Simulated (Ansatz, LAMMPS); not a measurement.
# Relaxing amorphous 58HfO2-42Al2O3 (mol %) (92 atoms), part 3 of 3

How does amorphous 58HfO2-42Al2O3 (mol %) (92 atoms) relax, and what do bonds, charges and levels look like afterwards?

Ansatz 0.2.0; Kohn-Sham DFT, PBE, PAW (set soft_2), plane waves.

The cell: 14 Hf, 20 Al and 58 O. The quench rate of 50 K/ps is orders of magnitude faster than experiment. The network of bonds at the start is that of the classical potential that made the cell. Only the Γ point is sampled in the main run, in a cell whose shortest periodic width is 10 Å. The levels lack spin–orbit coupling.

So far. Step 7 (K-mesh 2×2×2): Forces differ from those of the single point at the relaxed geometry by 7.4 meV/Å r.m.s.; the energy by -1.4 meV/atom, the pressure by +0.023 GPa and the gap by -0.0077 eV. It took 3.4 min and 10 cycles; the reference's time can't be set against it, since the two runs asked for unlike analyses. Step 8 (Functional HSE06): Forces differ from those of the single point at the relaxed geometry by 97 meV/Å r.m.s.; the pressure by -5.3 GPa and the gap by +1.7 eV.

## Step 8: Functional HSE06 (continued)

Löwdin charges by element and coordination (they lack the spilled electrons, 0.040 e an atom on average):

```
element  coordination  atoms  mean charge (e)  spread   least    most
     Al           all     20             1.34  0.0357    1.27    1.42
     Al             4     10             1.36  0.0274    1.33    1.42
     Al             5     10             1.31  0.0302    1.27    1.37
     Hf           all     14             1.67   0.039    1.62    1.76
     Hf             6     11             1.66  0.0344    1.62    1.73
     Hf             7      3             1.69  0.0473    1.65    1.76
      O           all     58           -0.800  0.0499  -0.897  -0.681
      O             2      2           -0.789   0.108  -0.897  -0.681
      O             3     51           -0.800  0.0473  -0.875  -0.689
      O             4      5           -0.805   0.036  -0.853  -0.750
```

Density of states as counts of states in windows of 1 eV (from the Fermi level), total and the larger projections:

| from (eV) | to (eV) | total | O p | Hf d |
| --- | --- | --- | --- | --- |
| -14 | -10 | 0.0 | 0.0 | 0.0 |
| -10 | -9 | 8.4 | 6.2 | 0.5 |
| -9 | -8 | 28.1 | 20.7 | 2.1 |
| -8 | -7 | 48.3 | 36.5 | 4.7 |
| -7 | -6 | 65.6 | 52.5 | 6.5 |
| -6 | -5 | 62.2 | 53.6 | 4.1 |
| -5 | -4 | 72.1 | 66.0 | 2.8 |
| -4 | -3 | 59.9 | 56.6 | 1.4 |
| -3 | -2 | 3.4 | 3.2 | 0.1 |
| -2 | 2 | 0.0 | 0.0 | 0.0 |
| 2 | 3 | 2.0 | 0.1 | 0.6 |
| 3 | 4 | 22.9 | 2.2 | 17.8 |
| 4 | 5 | 41.4 | 4.7 | 30.3 |

Between -26 and -14 eV lie 312 more states.

The stored curve holds about 660 of the 772 electrons; the rest, give or take the few that broadening carries across the Fermi level, lie in deeper levels below its range.

The levels nearest the highest filled one (over half full), pooled over k-points and spins:

```csv
level less the highest filled one (eV),occupation
-0.427,2
-0.370,2
-0.337,2
-0.235,2
-0.195,2
0,2
5.58,0
5.97,0
6.15,0
6.19,0
6.22,0
6.36,0
```

## Step 9: Functional r2SCAN (500 eV)

The meta-GGA r2SCAN uses the kinetic energy density as well as the density and its gradient. Besides, the cutoff goes from 420 to 500 eV.

This step: Kohn-Sham DFT, r2SCAN, PAW (set soft_2), plane waves (Ansatz 0.2.0).

The input, input.yaml:

```yaml
crystal:
  lattice:
    - [10.15375, 0.14794, -0.1799]
    - [0.14794, 10.40767, -0.10844]
    - [-0.1799, -0.10844, 10.4058]
  atoms:
    [... the 92 atom lines of step 6 ...]
kpoints:
  mp_grid: { grid: [1, 1, 1] }
hamiltonian:
  xc: r2scan
scf:
  occupations: { method: fermi_dirac, width: 0.025 }
output:
  forces: true
  stress: true
  populations: true
  dos:
    method: { smearing: { sigma: 0.08 } }
    de: 0.05
    projected: { site_lists: { Al: [Al], Hf: [Hf], O: [O] } }
  eigenvalues: true
```

The run is started by

```sh
$ ansatz run input.yaml --threads 4 --pin off --max-ram 8192MiB --backend cpu --events-out ev --progress --plain --runs-dir out
```

The job ended after 45 s (4 threads of Arm Neoverse V2, shared host; peak memory 3.3 GiB; 2.9 min of CPU time).

Geometry and reference: those of the single point at the relaxed geometry.

Forces differ from those of the single point at the relaxed geometry by 72 meV/Å r.m.s.; the pressure by -5.2 GPa and the gap by +0.57 eV. It took 45 s and 10 cycles; the reference's time can't be set against it, since the two runs asked for unlike analyses.

## Step 10: Functional PBEsol

PBEsol restores the gradient expansion of exchange for slowly varying densities and usually gives shorter bonds in solids than PBE.

This step: Kohn-Sham DFT, PBEsol, PAW (set soft_2), plane waves (Ansatz 0.2.0).

Edit input.yaml of step 9 so:

```diff
@@ -10,3 +10,3 @@
 hamiltonian:
-  xc: r2scan
+  xc: pbesol
 scf:
```

Wall time 21 s (4 threads); peak memory 1.7 GiB.

Geometry and reference: those of the single point at the relaxed geometry.

Forces differ from those of the single point at the relaxed geometry by 68 meV/Å r.m.s.; the pressure by -4.9 GPa and the gap by -0.11 eV.

## Step 11: All settings compared

Differences are against the single point at the relaxed geometry (Kohn-Sham DFT, PBE, PAW (set soft_2), plane waves), whose r.m.s. force component is 0.00562 eV/Å. Energies are set beside the reference only for runs with its functional, potentials and electron count. Times are for 4 threads of Arm Neoverse V2, shared host. The reference's time includes grids, which some other runs skip.

```
                       run  Δ force, r.m.s. (meV/Å)  Δ energy (meV/atom)  Δ pressure (GPa)  Δ gap (eV)  cycles     time  host memory (GiB)
                 reference                        -                    -                 -           -      10     23 s                1.7
              k-mesh 2×2×2                     7.42                -1.45            0.0231     -0.0077      10  3.4 min                5.8
          functional HSE06                     97.5                    -             -5.27        1.66      21  6.3 min                4.2
functional r2SCAN (500 eV)                     71.6                    -             -5.18       0.567      10     45 s                3.3
         functional PBEsol                     67.7                    -             -4.92      -0.111      10     21 s                1.7
```

## Step 12: Summary of results

```
energy change in the relaxation                  : -34.99 meV/atom
r.m.s. displacement                              : 0.177 Å
largest displacement                             : 0.644 Å
free energy per atom                             : -2868.4617 eV/atom
pressure                                         : -0.008891 GPa
r.m.s. force component                           : 0.00562 eV/Å
gap (highest filled to lowest empty level) : 3.921 eV
wall time of the 7 DFT runs                      : 14 min
```

**Reading.** Relaxation lowers the energy by 35.0 meV/atom and moves atoms by 0.18 Å r.m.s.; the r.m.s. force component goes from 0.52 to 0.0056 eV/Å. Displacements are taken in the final cell, so they leave out its strain. By the final cutoffs 0 of 174 bonded pairs parted and 3 joined. The cell shrank by 2.8 % in volume. First to last step the energy falls by 3.219 eV, across changes of basis; the largest move, 0.64 Å, is that of O67. The O-Hf bonds change most in mean length: from 2.149 Å (spread 0.111) to 2.133 Å (spread 0.116), and their number from 86 to 87. Counting bonds as in the table, 50 % of Al atoms have 4 and as many 5, 79 % of Hf atoms have 6 and 88 % of O atoms have 3 bonded neighbours. Counting bonds to Al alone, not to Hf, 34 % of the oxygens join two of these atoms and 43 % one; 12 % join three; 2 % join four; 9 % join none. Between filled and empty levels lie 3.92 eV (at Γ alone); a semilocal functional tends to put such gaps too low. In a disordered cell it changes from sample to sample, and tail or defect levels can set it.

Among the changes of functional, dispersion, potentials or spin set against this reference, functional HSE06 moves the forces most, by 97 meV/Å r.m.s. The gap changes by +1.66 eV with HSE06.

Caveats: The network of bonds at the start is that of the classical potential that made the cell; in DFT 0 of its 174 bonded pairs passed out of the cutoffs and 3 came within them.

[Logs are printed without paths, hosts, clocks, repeated set-up lines and the standing remarks that a program may print on its own settings, such as how far it seeks lower states.]

[Hosts, paths, dates, database ids (printed as entryN), source tags and the programs' standing remarks are cut or masked in the printed files.]
